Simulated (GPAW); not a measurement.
# Ballistic transport through BN in line between two Fe chains, from relaxation to T(E), part 2 of 2

Aim: the conductance of BN in line between two Fe chains after relaxation, and whether geometry, basis or functional moves it most.

GPAW 26.7.0; GPAW LCAO, PAW setups; relaxation of the junction within the symmetry of its start, lead ends held (the session's first sound run).

So far, conductance (G₀): step 3 (GPAW, dzp, PBE, GPAW) 0.497; step 4 (basis szp(dzp), PBE, GPAW) 0.567; step 5 (basis sz(dzp), PBE, GPAW) 0.557; step 6 (RPBE) 0.422.

## Step 7: The structure as built: geometry = "as built"

The dzp basis with PBE on the structure as first built shows what the relaxation was worth.

Input file run.py:

```python
import json
import numpy as np
from ase import Atoms
from ase.transport.calculators import TransportCalculator
from gpaw import GPAW, FermiDirac
from gpaw.lcao.tools import get_lcao_hamiltonian
from scipy.linalg import eigh

# The junction with lead layers at both ends, along the third cell vector
device = Atoms(
    ['Fe', 'Fe', 'Fe', 'Fe', 'Fe', 'Fe', 'B', 'N', 'Fe', 'Fe', 'Fe', 'Fe', 'Fe', 'Fe'],
    positions=[
        [4.50000, 4.50000, 1.13000],
        [4.50000, 4.50000, 3.39000],
        [4.50000, 4.50000, 5.65000],
        [4.50000, 4.50000, 7.91000],
        [4.50000, 4.50000, 10.17000],
        [4.50000, 4.50000, 12.43000],
        [4.50000, 4.50000, 14.31610],
        [4.50000, 4.50000, 15.59610],
        [4.50000, 4.50000, 17.27720],
        [4.50000, 4.50000, 19.53720],
        [4.50000, 4.50000, 21.79720],
        [4.50000, 4.50000, 24.05720],
        [4.50000, 4.50000, 26.31720],
        [4.50000, 4.50000, 28.57720]],
    cell=[[9.0, 0.0, 0.0], [0.0, 9.0, 0.0], [0.0, 0.0, 29.7072]],
    pbc=True,
    magmoms=[3.0, 3.0, 3.0, 3.0, 3.0, 3.0, 0.0, 0.0, 3.0, 3.0, 3.0, 3.0, 3.0, 3.0])

# One principal layer of the lead: the first 3 atoms of the device
lead = Atoms(
    ['Fe', 'Fe', 'Fe'],
    positions=[
        [4.50000, 4.50000, 1.13000],
        [4.50000, 4.50000, 3.39000],
        [4.50000, 4.50000, 5.65000]],
    cell=[[9.0, 0.0, 0.0], [0.0, 9.0, 0.0], [0.0, 0.0, 6.78]],
    pbc=True,
    magmoms=[3.0, 3.0, 3.0])

settings = dict(mode='lcao', basis='dzp', xc='PBE', h=0.18,
                occupations=FermiDirac(0.1), maxiter=250,
                mixer=dict(beta=0.05, nmaxold=8, weight=100.0),
                convergence=dict(density=0.0001))
energies = np.arange(-2, 2 + 1e-9, 0.025)
eta = 0.0001
n1, n2 = 1, 1
# k and -k transmit alike, so half of the mesh across the current serves
mesh = [(i, j) for i in range(n1) for j in range(n2) if (i, j) <= (-i % n1, -j % n2)]
weights = np.array([1 if (i, j) == (-i % n1, -j % n2) else 2 for i, j in mesh]) / (n1 * n2)


def ground_state(atoms, size, txt):
    atoms.calc = GPAW(kpts={'size': size, 'gamma': True}, symmetry={'tolerance': 1e-3}, txt=txt, **settings)
    atoms.get_potential_energy()
    return atoms.calc.get_fermi_level()


def blocks(atoms, fermi, points, nz, cells):
    """H - E_F S and S between cell 0 and the cells above it, at each point across the current."""
    kz = np.arange(nz) / nz
    calc = atoms.calc.fixed_density(kpts=[(*k, z) for k in points for z in kz], symmetry='off', txt=None)
    H, S = get_lcao_hamiltonian(calc)
    H = (H - fermi * S).reshape(len(H), len(points), nz, *S.shape[1:])
    S = S.reshape(H.shape[1:])
    phases = [np.exp(-2j * np.pi * kz * R) / nz for R in cells]
    return [(np.einsum('skzij,z->ksij', H, p), np.einsum('kzij,z->kij', S, p)) for p in phases]


def pair(a, b):
    return np.block([[a, b], [b.T.conj(), a]])


def count_channels(h, s, cells, nk=240):
    """Half the number of times that the lead's bands cross each energy, unfolded to its shortest repeat."""
    b = len(h) // cells
    bands = []
    for k in (np.arange(nk + 1) + 0.5) / nk:
        hk, sk = h[:b, :b].copy(), s[:b, :b].copy()
        for R in range(1, cells):
            phase, block = np.exp(2j * np.pi * k * R), slice(R * b, (R + 1) * b)
            hk += h[:b, block] * phase + (h[:b, block] * phase).T.conj()
            sk += s[:b, block] * phase + (s[:b, block] * phase).T.conj()
        w, u = eigh(sk)
        x = u[:, w > 1e-5] / w[w > 1e-5]**0.5  # drop near-dependent combinations
        bands.append(np.r_[eigh(x.T.conj() @ hk @ x, eigvals_only=True), [1e9] * (w <= 1e-5).sum()])
    below = np.array(bands)[:, :, None] < energies
    return (below[1:] != below[:-1]).sum((0, 1)) / 2


fermi_lead = ground_state(lead, (1, 1, 17), 'lead.txt')
fermi_device = ground_state(device, (1, 1, 3), 'device.txt')
T, channels, eigen, tail, misfit, shifts = [], [], [], 0.0, 0.0, []
for first in range(0, len(mesh), 283):
    points = [(i / n1, j / n2) for i, j in mesh[first:first + 283]]
    (H0k, S0k), (H1k, S1k), (H2k, _) = blocks(lead, fermi_lead, points, 5, range(3))
    [(Hk, Sk)] = blocks(device, fermi_device, points, 2, [0])
    tail = max(tail, abs(H2k).max())
    for H0, S0, H1, S1, H, S in zip(H0k, S0k, H1k, S1k, Hk, Sk):
        n = len(S0)
        # Shift the lead onto the potential of the device's first layer
        shift = ((H[:, 0, 0] - H0[:, 0, 0]) / S0[0, 0]).real.mean()
        shifts.append(shift)
        misfit = max(misfit, abs(H[:, :n, :n] - H0 - shift * S0).max())
        Tk, Ck, Ek = [], [], []
        for s in range(len(H)):
            t = s % len(H0)  # a lead without moments serves both spins
            h1, s1 = pair(H0[t] + shift * S0, H1[t] + shift * S1), pair(S0, S1)
            leads = dict(h1=h1, s1=s1, energies=energies, eta=eta, eta1=eta, eta2=eta)
            calc = TransportCalculator(h=H[s], s=S, eigenchannels=3, **leads)
            Tk.append(calc.get_transmission())
            Ek.append(np.sort(calc.eigenchannels_ne, axis=0)[::-1])
            Ck.append(count_channels(h1, s1, 6))
        T.append(Tk)
        channels.append(Ck)
        eigen.append(Ek)
T, channels = np.array(T), np.array(channels)
mean, open_channels = np.einsum('kse,k->se', T, weights), np.einsum('kse,k->se', channels, weights)

print(f'basis functions: device {len(S)}, principal layer {n}')
print(f'Fermi level: lead {fermi_lead:.4f} eV, device {fermi_device:.4f} eV; lead shifted by {np.mean(shifts):.4f} eV')
print(f'largest coupling past the next layer {tail:.2e} eV, largest misfit of the first layer {misfit:.3f} eV')
print('  E-E_F (eV)   ' + 'T up        T down      channels up  channels down')
for e, t, c in zip(energies, mean.T, open_channels.T):
    print(f'{e:10.3f}  ', *[f'{x:11.4e}' for x in t], *[f'{x:9.4f}' for x in c])

kT = 8.617333e-5 * 300
fine = np.linspace(energies[0], energies[-1], 4001)
both = np.exp(np.interp(fine, energies, np.log(np.maximum(mean.sum(0) * 2 / len(mean), 1e-30))))
fermi = lambda mu: 1 / (1 + np.exp(np.clip((fine - mu) / kT, -200, 200)))
slope = fermi(0) * (1 - fermi(0)) / kT
G = np.trapezoid(both * slope, fine) / 2
seebeck = -np.trapezoid(both * slope * fine, fine) / (2 * G * 300) * 1e6
print(f'conductance at 300 K: {G:.5g} G0 a cell; thermopower {seebeck:.4g} uV/K')
bias = [0.1, 0.2, 0.5, 1.0, 1.5, 2.0]
current = [38.74 * np.trapezoid(both * (fermi(V / 2) - fermi(-V / 2)), fine) for V in bias]
for V, I in zip(bias, current):
    print(f'current from the zero-bias T(E) at {V} V: {I:.5g} uA')
zero = abs(energies).argmin()
json.dump(dict(energies=energies.tolist(), T=mean.tolist(), channels=open_channels.tolist(), G=G, seebeck=seebeck,
               bias=bias, current=current, tail=tail, misfit=misfit, shift=np.mean(shifts), n_device=len(S), n_lead=n,
               fermi=[fermi_lead, fermi_device], energy=device.get_potential_energy(),
               moments=device.get_magnetic_moments().tolist(), mesh=mesh, weights=weights.tolist(),
               T_k=T[:, :, zero].tolist(), eigen=np.array(eigen[0]).tolist()), open('result.json', 'w'))
```

Run with:

```bash
$ OMP_NUM_THREADS=1 OPENBLAS_NUM_THREADS=1 python run.py
```

Run time: 9.4 min. Hardware: 1 thread of Arm Neoverse V2, shared host; peak memory 1.7 GiB.

Numbers from this step:

```
conductance                                    : 0.6785 G₀
largest coupling past the next principal layer : 5.77e-5 eV
largest misfit of the first principal layer    : 0.1528 eV
shift that aligns the lead                     : 0.02731 eV
transmission at the Fermi level, spin up       : 0.09410
transmission at the Fermi level, spin down     : 1.258
```

Each spin. Table of transmission, zone mean by energy, zero at the Fermi level:

```csv
energy (eV),"T, spin up","T, spin down"
-2.000,1.65,0.0548
-1.900,1.61,0.0525
-1.800,1.57,0.0501
-1.700,1.51,0.0476
-1.600,1.44,0.0450
-1.500,1.37,0.0422
-1.400,1.30,0.0392
-1.300,1.22,0.0359
-1.200,0.849,0.476
-1.100,0.304,0.740
-1.000,0.204,0.856
-0.900,0.177,0.914
-0.800,0.158,0.998
-0.700,0.144,1.13
-0.600,0.133,1.27
-0.500,0.124,1.37
-0.400,0.117,1.40
-0.300,0.110,1.37
-0.200,0.104,1.32
-0.100,0.0988,1.27
0.000,0.0941,1.26
0.100,0.0899,1.28
0.200,0.0863,1.34
0.300,0.0830,1.41
0.400,0.0802,1.50
0.500,0.0777,1.56
0.600,0.0756,1.61
0.700,0.0738,1.63
0.800,0.0723,1.63
0.900,0.0710,1.63
1.000,0.0700,1.62
1.100,0.0692,1.62
1.200,0.0686,1.61
1.300,0.0682,1.59
1.400,0.0679,1.55
1.500,0.0677,1.47
1.600,0.0676,1.37
1.700,0.0675,1.21
1.800,0.0675,0.850
1.900,0.0675,0.218
2.000,0.0674,0.0704
```

The conductance, 0.679 G₀, lies 37 % above that of the dzp run.

## Step 8: Cost and result by level

Times are for 1 thread of Arm Neoverse V2, shared host. The series side by side:

```csv
no.,run,conductance (G₀),time,memory (GiB)
1,dzp,0.4965,8.6 min,1.8
2,szp,0.5665,3.1 min,1.7
3,sz,0.5571,5.3 min,1.7
4,dzp RPBE,0.4221,7.6 min,1.8
5,asbuilt,0.6785,9.4 min,1.7
```

## Step 9: Comparison

The curves are compared point by point over the common energies.

This step: comparison of transmission and cost over codes, levels and geometry (GPAW 26.7.0).

Ladder, by row:

```csv
step,code,T at the Fermi level (sum over the listed spins),conductance (G0),r.m.s. T(E) from the first,wall time (s),peak memory (GiB),threads
dzp,GPAW,0.9905,0.4965,0,517.7,1.77,1
szp,GPAW,1.135,0.5665,0.2078,186.7,1.74,1
sz,GPAW,1.117,0.5571,0.3014,320.2,1.69,1
dzp-RPBE,GPAW,0.8387,0.4221,0.1455,455.4,1.76,1
asbuilt,GPAW,1.353,0.6785,0.3915,565,1.74,1
```

Transmission, zone mean, sum over the listed spins against energy, zero at the Fermi level:

```csv
energy (eV),dzp,szp,sz,dzp-RPBE,asbuilt
-2.000,1.80,1.84,1.56,1.78,1.71
-1.900,1.78,1.86,1.63,1.78,1.67
-1.800,1.80,1.88,1.76,1.85,1.62
-1.700,1.85,1.91,1.92,1.90,1.56
-1.600,1.87,1.98,2.14,1.87,1.48
-1.550,1.86,2.01,2.51,1.83,1.45
-1.500,1.84,2.05,1.93,1.79,1.41
-1.475,1.83,2.06,1.95,1.76,1.39
-1.400,1.80,2.02,1.97,1.72,1.34
-1.300,1.75,1.95,1.76,1.71,1.26
-1.275,1.73,1.94,1.59,2.46,1.22
-1.250,2.43,1.93,1.36,2.10,1.31
-1.200,2.20,1.92,0.791,1.39,1.32
-1.100,1.15,0.162,1.20,1.05,1.04
-1.000,0.986,1.07,1.21,0.978,1.06
-0.900,0.930,1.14,1.17,0.911,1.09
-0.800,0.933,1.11,1.09,0.935,1.16
-0.700,0.991,1.10,1.00,1.04,1.27
-0.600,1.07,1.08,0.937,1.17,1.40
-0.500,1.14,1.06,0.908,1.25,1.49
-0.400,1.15,1.07,0.917,1.21,1.51
-0.300,1.12,1.09,0.956,1.10,1.48
-0.200,1.07,1.12,1.01,0.975,1.42
-0.100,1.02,1.14,1.07,0.881,1.37
0.000,0.991,1.14,1.12,0.839,1.35
0.100,0.984,1.11,1.14,0.843,1.37
0.200,0.995,1.09,1.14,0.882,1.42
0.300,1.02,1.07,1.12,0.942,1.50
0.400,1.05,1.08,1.10,1.01,1.58
0.500,1.08,1.11,1.09,1.07,1.64
0.600,1.12,1.17,1.11,1.13,1.68
0.700,1.17,1.23,1.15,1.19,1.70
0.800,1.23,1.29,1.20,1.25,1.71
0.900,1.30,1.32,1.35,1.30,1.70
1.000,1.36,1.26,1.47,1.36,1.69
1.100,1.43,1.33,1.54,1.43,1.69
1.200,1.49,1.35,1.58,1.49,1.68
1.300,1.54,1.37,1.58,1.56,1.66
1.400,1.58,1.41,1.56,1.61,1.62
1.500,1.61,1.46,1.53,1.64,1.54
1.525,1.61,1.47,1.53,1.64,1.51
1.600,1.64,1.48,1.53,1.62,1.44
1.700,1.67,1.46,1.57,1.64,1.28
1.725,1.67,1.44,1.59,1.64,1.22
1.800,1.62,1.36,1.64,1.58,0.917
1.850,1.42,1.28,1.66,1.27,0.606
1.900,0.763,1.18,1.61,0.359,0.286
2.000,0.131,0.486,0.486,0.138,0.138
```

## Step 10: Other settings

One more run, with changed settings.

This step: GPAW LCAO, PAW setups; Landauer transmission from Green's functions with principal layers (ASE), zero bias (GPAW 26.7.0).

run.py: that of step 7 with these lines changed.

```diff
@@ -17,6 +17,6 @@
         [4.50000, 4.50000, 10.17000],
-        [4.50000, 4.50000, 12.43000],
-        [4.50000, 4.50000, 14.31610],
-        [4.50000, 4.50000, 15.59610],
-        [4.50000, 4.50000, 17.27720],
+        [4.50000, 4.50000, 12.32292],
+        [4.50000, 4.50000, 14.26768],
+        [4.50000, 4.50000, 15.55719],
+        [4.50000, 4.50000, 17.34473],
         [4.50000, 4.50000, 19.53720],
@@ -42,4 +42,4 @@
 settings = dict(mode='lcao', basis='dzp', xc='PBE', h=0.18,
-                occupations=FermiDirac(0.1), maxiter=250,
-                mixer=dict(beta=0.05, nmaxold=8, weight=100.0),
+                occupations=FermiDirac(0.1), maxiter=100,
+                mixer=dict(beta=1.0, nmaxold=1, weight=1.0),
                 convergence=dict(density=0.0001))
```

It took 1.7 min on 1 thread; peak memory 0.36 GiB.

The run stopped without converging, so none of its numbers is a property of the system.

The fault put into the input: mixing far too strong, under a cap of 100 iterations, which ended the run (beta = 1.0, nmaxold = 1 and weight = 1.0).

## Step 11: Results

```yaml
conductance: 0.497 G₀
transmission_at_the_fermi_level_mean_of_the_spins: 0.495
```

**Reading.** In the dzp basis the junction conducts 0.497 G₀ at 300 K, with T = 0.495 as the mean of the two spins at the Fermi level; no smaller basis tried comes within 10 % of that conductance. Relaxation moved atoms by up to 0.11 Å and took the conductance from 0.679 to 0.497 G₀, as a ratio a larger change than the step from dzp to the minimal basis. The current is spin polarised: -81 % at the Fermi level, counted as (up - down)/(up + down). Measured against the first run (dzp), the nearest curve is that of dzp-RPBE (r.m.s. 0.15) and the farthest that of asbuilt (0.39). Over the compared runs wall time goes from 187 s (szp) to 565 s (asbuilt), on a shared host. The leads kept an estimated spacing and the cell its length, so the junction may be under some tension or compression. The geometry comes from the orbital basis, which tends to overbind, and kept the symmetry of the start, so a structure of lower symmetry may lie lower. The moments started parallel, and no other order was tried; chains of Cr or Mn atoms, among others, may prefer antiparallel neighbours. An evenly spaced straight chain is an idealisation: free chains tend to dimerise, zigzag or, where a band edge lies near the Fermi level, turn magnetic. The currents use the zero-bias T(E) throughout, which holds only while the bias is small against the distance to the nearest feature. One magnetic start was tried; another order may lie lower. The thermopower isn't quoted: it samples T(E) farther from the Fermi level than the conductance does, and the energy grid wasn't tested for it.

[Logs are printed without paths, hosts, clocks, repeated set-up lines and the standing remarks that a program may print on its own settings, such as how far it seeks lower states.]

[Hosts, paths, dates, database ids (printed as entryN), source tags and the programs' standing remarks are cut or masked in the printed files.]
